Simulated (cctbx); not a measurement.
# Sc2ZnCdCu2 with cctbx, script by script

Library: cctbx 2025.11. The data are simulated by the first script.

## 1. Simulate the data

run.py:

```python
from cctbx import adptbx, crystal, miller, sgtbx, xray
from cctbx.array_family import flex
from iotbx.shelx import hklf
from scitbx import matrix
import scitbx.random

cs = crystal.symmetry(unit_cell=(8.33, 5.363, 9.163, 90, 90, 90), space_group_symbol='Hall: A 2 -2')  # Amm2
atoms = [  # label, site, U (iso, or U11 U22 U33 U12 U13 U23 in A^2), occupancy
    ("Cd1", (0, 0.5, 0.6638), (0.0102, 0.0084, 0.0075, 0.0000, 0.0000, 0.0000), 1),
    ("Cd2", (0.5, 0.5, 0.3329), (0.0081, 0.0069, 0.0070, 0.0000, 0.0000, 0.0000), 1),
    ("Zn1", (0, 0.7524, 0.9144), (0.0115, 0.0081, 0.0066, 0.0000, 0.0000, -0.0010), 1),
    ("Cu1", (0.5, 0.2546, 0.0879), (0.0065, 0.0066, 0.0066, 0.0000, 0.0000, -0.0000), 1),
    ("Cu2", (0.7512, 0.5, 0.502), (0.0151, 0.0182, 0.0099, 0.0000, 0.0006, 0.0000), 1),
    ("Sc1", (0.6859, 0.5, 0.8331), (0.0112, 0.0110, 0.0078, 0.0000, -0.0003, 0.0000), 1),
    ("Sc2", (0.7992, 0.5, 0.1647), (0.0070, 0.0087, 0.0135, 0.0000, -0.0010, 0.0000), 1),
]
xs = xray.structure(crystal_symmetry=cs)
for label, site, u, occ in atoms:
    u = adptbx.u_cif_as_u_star(cs.unit_cell(), u) if isinstance(u, tuple) else u
    xs.add_scatterer(xray.scatterer(label, site=site, u=u, occupancy=occ))
xs.set_inelastic_form_factors(0.71073, "sasaki")
xs.show_summary()
p1 = xs.expand_to_p1()
ms = miller.build_set(p1, anomalous_flag=True, d_min=0.77)
flex.set_random_seed(446113)
scitbx.random.set_random_seed(446113)
ms = ms.select(flex.random_double(ms.size()) < 0.9)
i = ms.structure_factors_from_scatterers(p1, algorithm="direct").f_calc().as_intensity_array().data()
i = i * 70000 / flex.max(i)
sig = flex.sqrt(i + flex.pow2(0.06 * i) + 8 ** 2)
noise = scitbx.random.variate(scitbx.random.normal_distribution())(i.size())
data = ms.array(data=i + sig * noise, sigmas=sig).set_observation_type_xray_intensity()
with open("data.hkl", "w") as f:
    data.export_as_shelx_hklf(f)
print("reflections written:", data.size(), " <I/sigma> = %.1f" % flex.mean(data.data() / data.sigmas()))
for h, a, b in list(data.sort("data"))[:12]:
    print("%4d%4d%4d %9.1f %7.1f" % (h + (a, b)))
```

```console
$ python run.py
```

```text
Number of scatterers: 7
At special positions: 7
Unit cell: (8.33, 5.363, 9.163, 90, 90, 90)
Space group: A m m 2 (No. 38)
reflections written: 3368  <I/sigma> = 6.2
   4   0   0   73928.3  4208.3
  -4   0   0   65167.4  4208.3
   0  -2   6   63394.7  3518.4
   0   2   6   60081.9  3518.4
   0   2  -6   58167.9  3529.3
   0  -2  -6   57782.4  3529.3
   0  -4   0   57206.0  3521.7
   1  -2  -2   46965.9  2540.6
  -1  -2  -2   45285.5  2540.6
  -2   1   3   44507.8  2466.2
   2   1  -3   42754.3  2471.7
  -1  -2   2   42498.0  2529.4
```

It took 0.24 s on 1 thread of Arm Neoverse V2, with other jobs on the host, peak memory 0.07 GiB.

## 2. Refinement (refined in the given hand)

run.py:

```python
import math
from cctbx import adptbx, crystal, maptbx, sgtbx, xray
from cctbx.array_family import flex
from cctbx.xray import observations
from iotbx.shelx import hklf
from scitbx.lstbx import normal_eqns_solving
from smtbx import absolute_structure, utils
from smtbx.refinement import constraints, least_squares

cs = crystal.symmetry(unit_cell=(8.33, 5.363, 9.163, 90, 90, 90), space_group_symbol='Hall: A 2 -2')  # Amm2
atoms = [  # label, site, U (iso, or U11 U22 U33 U12 U13 U23 in A^2), occupancy
    ("Cd1", (0, 0.5, 0.6645), 0.0200, 1),
    ("Cd2", (0.5, 0.5, 0.3332), 0.0200, 1),
    ("Zn1", (0, 0.7435, 0.9125), 0.0200, 1),
    ("Cu1", (0.5, 0.2558, 0.0908), 0.0200, 1),
    ("Cu2", (0.7524, 0.5, 0.5014), 0.0200, 1),
    ("Sc1", (0.6839, 0.5, 0.8306), 0.0200, 1),
    ("Sc2", (0.8023, 0.5, 0.1658), 0.0200, 1),
]
xs = xray.structure(crystal_symmetry=cs)
for label, site, u, occ in atoms:
    u = adptbx.u_cif_as_u_star(cs.unit_cell(), u) if isinstance(u, tuple) else u
    xs.add_scatterer(xray.scatterer(label, site=site, u=u, occupancy=occ))
xs.set_inelastic_form_factors(0.71073, "sasaki")
xs.convert_to_anisotropic()
raw = hklf.reader(file_name="data.hkl").as_miller_arrays(crystal_symmetry=cs, anomalous=True)[0]
merged = raw.eliminate_sys_absent().merge_equivalents()
fo2 = merged.array().set_observation_type_xray_intensity()
print("Rint %.3f, %d unique reflections to %.2f A" % (merged.r_int(), fo2.size(), fo2.d_min()))
for sc in xs.scatterers():
    sc.flags.set_grad_site(True)
    sc.flags.set_grad_u_aniso(sc.flags.use_u_aniso())
    sc.flags.set_grad_u_iso(sc.flags.use_u_iso())
obs = fo2.as_xray_observations()
extra = {}
rep = constraints.reparametrisation(xs, [], utils.connectivity_table(xs), **extra)
ls = least_squares.crystallographic_ls(obs, rep, weighting_scheme=least_squares.mainstream_shelx_weighting(a=0, b=0))
print("cycle     R1     wR2    GooF  max shift (A)")
for cycle in range(8):
    ls.build_up()
    r1, wr2, goof = ls.r1_factor(cutoff_factor=2)[0], ls.wR2(), ls.goof()
    old = xs.sites_cart()
    normal_eqns_solving.levenberg_marquardt_iterations(ls, n_max_iterations=3, tau=1e-06, step_threshold=1e-7)
    big = flex.max((xs.sites_cart() - old).norms())
    print("%4d %7.4f %7.4f %7.3f %9.5f" % (cycle + 1, r1, wr2, goof, big))
    ls.build_up(objective_only=True)
    if abs(ls.wR2() - wr2) < 5e-5 and big < 5e-4:
        break
ls.build_up()
print("final R1 %.4f wR2 %.4f GooF %.3f  parameters %d  data/parameter %.1f" % (ls.r1_factor(cutoff_factor=2)[0], ls.wR2(), ls.goof(), ls.n_parameters, fo2.size() / ls.n_parameters))
cov = ls.covariance_matrix_and_annotations()
su = dict(zip(cov.annotations, (math.sqrt(max(v, 0)) for v in cov.matrix.matrix_packed_u_diagonal())))
a2 = cs.unit_cell().reciprocal_parameters()[0] ** -2
print("atom        x        y        z      Ueq    occ   su(xyz)  su(Uiso or U11)")
for sc in xs.scatterers():
    s = max(su.get(sc.label + k, 0) for k in (".x", ".y", ".z"))
    npd = "" if sc.is_positive_definite_u(cs.unit_cell()) else "  NPD"
    print("%-5s %8.5f %8.5f %8.5f %8.4f %6.3f %8.5f %7.4f%s" % ((sc.label,) + sc.site + (sc.u_iso_or_equiv(cs.unit_cell()), sc.occupancy, s, su.get(sc.label + ".uiso", su.get(sc.label + ".u11", 0) * a2), npd)))
fc = fo2.structure_factors_from_scatterers(xs, algorithm="direct").f_calc()
absolute_structure.flack_analysis(xs, fo2.as_xray_observations()).show()
h = absolute_structure.hooft_analysis(fo2, fc, scale_factor=ls.scale_factor())
print("Hooft y: %.3f(%.0f)  Bijvoet pairs: %d" % (h.hooft_y, 1000 * h.sigma_y, h.n_bijvoet_pairs))
fo = fo2.f_sq_as_f()
fc = fo.structure_factors_from_scatterers(xs, algorithm="direct").f_calc()
diff = fo.f_obs_minus_f_calc(1 / math.sqrt(ls.scale_factor()), fc).average_bijvoet_mates()
m = diff.fft_map(symmetry_flags=maptbx.use_space_group_symmetry, resolution_factor=0.25).apply_volume_scaling()
print("difference map: max %.2f min %.2f rms %.2f" % (m.statistics().max(), m.statistics().min(), m.statistics().sigma()))
peaks = m.peak_search(parameters=maptbx.peak_search_parameters(min_distance_sym_equiv=0.6, max_clusters=6)).all()
near = xs.closest_distances(peaks.sites(), distance_cutoff=4)
sps = cs.special_position_settings(min_distance_sym_equiv=0.5)
for k, (x, h) in enumerate(zip(peaks.sites(), peaks.heights())):
    ss = sps.site_symmetry(x)
    print("Q%-3d %7.4f %7.4f %7.4f %4d %7.2f  %.2f A from %s" % ((k + 1,) + tuple(t % 1 for t in ss.exact_site()) + (ss.multiplicity(), h, near.smallest_distances[k], xs.scatterers()[near.i_seqs[k]].label)))
```

```console
$ python run.py
```

```text
Rint 0.042, 547 unique reflections to 0.77 A
cycle     R1     wR2    GooF  max shift (A)
   1  0.1325  0.3962   8.964   0.04998
   2  0.0154  0.0399   0.903   0.00105
   3  0.0154  0.0399   0.902   0.00001
final R1 0.0154 wR2 0.0399 GooF 0.902  parameters 38  data/parameter 14.4
atom        x        y        z      Ueq    occ   su(xyz)  su(Uiso or U11)
Cd1    0.00000  0.50000  0.66403   0.0084  1.000  0.00004  0.0002
Cd2    0.50000  0.50000  0.33319   0.0073  1.000  0.00005  0.0002
Zn1    0.00000  0.75218  0.91465   0.0085  1.000  0.00017  0.0002
Cu1    0.50000  0.25439  0.08808   0.0064  1.000  0.00019  0.0002
Cu2    0.75108  0.50000  0.50224   0.0142  1.000  0.00013  0.0002
Sc1    0.68581  0.50000  0.83329   0.0100  1.000  0.00016  0.0004
Sc2    0.79922  0.50000  0.16484   0.0095  1.000  0.00016  0.0004
Flack x: -0.033(15)
Hooft y: -0.026(24)  Bijvoet pairs: 255
difference map: max 0.52 min -0.49 rms 0.12
Q1    0.0000  0.1587  0.3418    4    0.54  0.83 A from Zn1
Q2    0.0000  0.0000  0.7357    2    0.45  1.79 A from Sc2
Q3    0.5000  0.0899  0.3920    4    0.43  1.71 A from Sc1
Q4    0.0000  0.0000  0.6002    2    0.43  1.77 A from Sc2
Q5    0.0000  0.1236  0.6003    4    0.40  1.84 A from Zn1
Q6    0.3465  0.1512  0.4163    8    0.37  1.14 A from Sc1
```

Time: 0.45 s.

## 3. Refinement

run.py, as its changes from the last script of this kind:

```diff
@@ -12,7 +12,7 @@
-    ("Cd1", (0, 0.5, 0.6645), 0.0200, 1),
-    ("Cd2", (0.5, 0.5, 0.3332), 0.0200, 1),
-    ("Zn1", (0, 0.7435, 0.9125), 0.0200, 1),
-    ("Cu1", (0.5, 0.2558, 0.0908), 0.0200, 1),
-    ("Cu2", (0.7524, 0.5, 0.5014), 0.0200, 1),
-    ("Sc1", (0.6839, 0.5, 0.8306), 0.0200, 1),
-    ("Sc2", (0.8023, 0.5, 0.1658), 0.0200, 1),
+    ("Cd1", (0, 0.5, 0.33597), 0.0084, 1),
+    ("Cd2", (0.5, 0.5, 0.66681), 0.0073, 1),
+    ("Zn1", (0, 0.24782, 0.08535), 0.0085, 1),
+    ("Cu1", (0.5, 0.74561, 0.91192), 0.0064, 1),
+    ("Cu2", (0.24892, 0.5, 0.49776), 0.0142, 1),
+    ("Sc1", (0.31419, 0.5, 0.16671), 0.0100, 1),
+    ("Sc2", (0.20078, 0.5, 0.83516), 0.0095, 1),
```

```console
$ python run.py
```

```text
Rint 0.042, 547 unique reflections to 0.77 A
cycle     R1     wR2    GooF  max shift (A)
   1  0.0281  0.1200   2.715   0.01470
   2  0.0209  0.0823   1.862   0.00270
   3  0.0209  0.0821   1.857   0.00072
   4  0.0209  0.0821   1.857   0.00021
final R1 0.0210 wR2 0.0821 GooF 1.857  parameters 38  data/parameter 14.4
atom        x        y        z      Ueq    occ   su(xyz)  su(Uiso or U11)
Cd1    0.00000  0.50000  0.33540   0.0087  1.000  0.00010  0.0004
Cd2    0.50000  0.50000  0.66624   0.0071  1.000  0.00010  0.0004
Zn1    0.00000  0.24790  0.08700   0.0083  1.000  0.00037  0.0005
Cu1    0.50000  0.74580  0.91375   0.0067  1.000  0.00040  0.0005
Cu2    0.24852  0.50000  0.49872   0.0143  1.000  0.00029  0.0005
Sc1    0.31368  0.50000  0.16555   0.0098  1.000  0.00036  0.0009
Sc2    0.20047  0.50000  0.83359   0.0097  1.000  0.00038  0.0009
Flack x: 0.77(5)
Hooft y: 1.083(39)  Bijvoet pairs: 255
difference map: max 0.79 min -0.70 rms 0.16
Q1    0.0000  0.0000  0.2674    2    0.80  1.78 A from Sc2
Q2    0.0722  0.0000  0.0194    4    0.75  1.48 A from Cu2
Q3    0.0000  0.0000  0.4004    2    0.67  1.78 A from Sc2
Q4    0.0000  0.0000  0.6306    2    0.57  1.41 A from Zn1
Q5    0.4264  0.0000  0.8237    4    0.55  1.71 A from Cu1
Q6    0.5000  0.0000  0.4729    2    0.55  1.43 A from Cu1
```

Time: 0.5 s.

This run holds a fault made on purpose: the structure inverted.

## 4. Simulate the data

run.py, as its changes from the last script of this kind:

```diff
@@ -21 +21 @@
-xs.set_inelastic_form_factors(0.71073, "sasaki")
+xs.set_inelastic_form_factors(1.54184, "sasaki")
@@ -24,3 +24,3 @@
-ms = miller.build_set(p1, anomalous_flag=True, d_min=0.77)
-flex.set_random_seed(446113)
-scitbx.random.set_random_seed(446113)
+ms = miller.build_set(p1, anomalous_flag=True, d_min=0.83)
+flex.set_random_seed(477907)
+scitbx.random.set_random_seed(477907)
@@ -30 +30 @@
-sig = flex.sqrt(i + flex.pow2(0.06 * i) + 8 ** 2)
+sig = flex.sqrt(i + flex.pow2(0.04 * i) + 2 ** 2)
```

```console
$ python run.py
```

```text
Number of scatterers: 7
At special positions: 7
Unit cell: (8.33, 5.363, 9.163, 90, 90, 90)
Space group: A m m 2 (No. 38)
reflections written: 2698  <I/sigma> = 8.7
  -4   0   0   72269.7  2812.5
   4   0   0   69515.5  2812.5
   0   2  -6   61386.2  2347.9
   0  -4   0   59790.2  2366.3
   0   4   0   59762.0  2366.3
   0   2   6   59550.8  2375.5
   0  -2   6   59304.3  2375.5
  -2   1   3   48509.5  1793.1
   1   2   2   46923.0  1760.9
   1   2  -2   46876.2  1754.7
  -1   2  -2   45692.7  1754.7
   2   1   3   45372.8  1793.1
```

Time: 0.23 s.

## 5. Refinement (refined in the given hand)

run.py, as its changes from the last script of this kind:

```diff
@@ -12,7 +12,7 @@
-    ("Cd1", (0, 0.5, 0.33597), 0.0084, 1),
-    ("Cd2", (0.5, 0.5, 0.66681), 0.0073, 1),
-    ("Zn1", (0, 0.24782, 0.08535), 0.0085, 1),
-    ("Cu1", (0.5, 0.74561, 0.91192), 0.0064, 1),
-    ("Cu2", (0.24892, 0.5, 0.49776), 0.0142, 1),
-    ("Sc1", (0.31419, 0.5, 0.16671), 0.0100, 1),
-    ("Sc2", (0.20078, 0.5, 0.83516), 0.0095, 1),
+    ("Cd1", (0, 0.5, 0.6647), 0.0200, 1),
+    ("Cd2", (0.5, 0.5, 0.3317), 0.0200, 1),
+    ("Zn1", (0, 0.7459, 0.9098), 0.0200, 1),
+    ("Cu1", (0.5, 0.2538, 0.0862), 0.0200, 1),
+    ("Cu2", (0.7504, 0.5, 0.5041), 0.0200, 1),
+    ("Sc1", (0.6861, 0.5, 0.8333), 0.0200, 1),
+    ("Sc2", (0.7983, 0.5, 0.1666), 0.0200, 1),
@@ -24 +24 @@
-xs.set_inelastic_form_factors(0.71073, "sasaki")
+xs.set_inelastic_form_factors(1.54184, "sasaki")
```

```console
$ python run.py
```

```text
Rint 0.027, 443 unique reflections to 0.83 A
cycle     R1     wR2    GooF  max shift (A)
   1  0.1018  0.3210  10.282   0.05203
   2  0.0117  0.0301   0.965   0.00020
   3  0.0116  0.0300   0.962   0.00000
final R1 0.0116 wR2 0.0300 GooF 0.962  parameters 38  data/parameter 11.7
atom        x        y        z      Ueq    occ   su(xyz)  su(Uiso or U11)
Cd1    0.00000  0.50000  0.66338   0.0088  1.000  0.00003  0.0002
Cd2    0.50000  0.50000  0.33248   0.0073  1.000  0.00003  0.0002
Zn1    0.00000  0.75258  0.91392   0.0087  1.000  0.00014  0.0002
Cu1    0.50000  0.25475  0.08735   0.0065  1.000  0.00015  0.0002
Cu2    0.75127  0.50000  0.50166   0.0144  1.000  0.00011  0.0003
Sc1    0.68588  0.50000  0.83260   0.0098  1.000  0.00010  0.0004
Sc2    0.79920  0.50000  0.16420   0.0099  1.000  0.00010  0.0004
Flack x: 0.003(3)
Hooft y: -0.007(9)  Bijvoet pairs: 205
difference map: max 0.33 min -0.38 rms 0.09
Q1    0.5000  0.0000  0.3077    2    0.34  1.57 A from Sc1
Q2    0.0000  0.0000  0.6831    2    0.33  1.68 A from Sc2
Q3    0.4258  0.1540  0.7097    8    0.29  1.37 A from Cu1
Q4    0.1780  0.0000  0.1656    4    0.28  1.48 A from Cd1
Q5    0.1462  0.0000  0.8413    4    0.27  1.68 A from Sc2
Q6    0.5000  0.0000  0.6644    2    0.25  1.49 A from Cu1
```

Time: 0.43 s.

## 6. Simulate the data

run.py, as its changes from the last script of this kind:

```diff
@@ -25,2 +25,2 @@
-flex.set_random_seed(477907)
-scitbx.random.set_random_seed(477907)
+flex.set_random_seed(227099)
+scitbx.random.set_random_seed(227099)
@@ -28,0 +29,5 @@
+law = matrix.sqr((-1, 0, 0, 0, -1, 0, 0, 0, -1))
+mate = flex.miller_index([tuple(matrix.row(h) * law) for h in ms.indices()])
+i2 = ms.customized_copy(indices=mate).structure_factors_from_scatterers(p1, algorithm="direct").f_calc().as_intensity_array().data()
+i = (1 - 0.5) * i + 0.5 * i2
+i = i / flex.sqrt(1 + 0.1 * i / flex.max(i))  # extinction
```

```console
$ python run.py
```

```text
Number of scatterers: 7
At special positions: 7
Unit cell: (8.33, 5.363, 9.163, 90, 90, 90)
Space group: A m m 2 (No. 38)
reflections written: 2663  <I/sigma> = 8.7
  -4   0   0   70840.7  2812.5
   4   0   0   66663.1  2812.5
   0  -2  -6   60930.2  2379.1
   0  -4   0   60548.3  2383.6
   0   4   0   60079.1  2383.6
   0   2   6   55018.8  2379.1
   0  -2   6   54249.9  2379.1
   0   2  -6   54243.7  2379.1
  -2   1   3   47637.2  1816.9
  -2   1  -3   45345.7  1816.9
   2  -1   3   45325.7  1816.9
   1   2   2   45201.7  1788.5
```

Run time: 0.25 s on 1 thread of Arm Neoverse V2, with other jobs on the host, peak memory 0.07 GiB.

[Logs are printed without paths, hosts, clocks, repeated set-up lines and the standing remarks that a program may print on its own settings, such as how far it seeks lower states.]
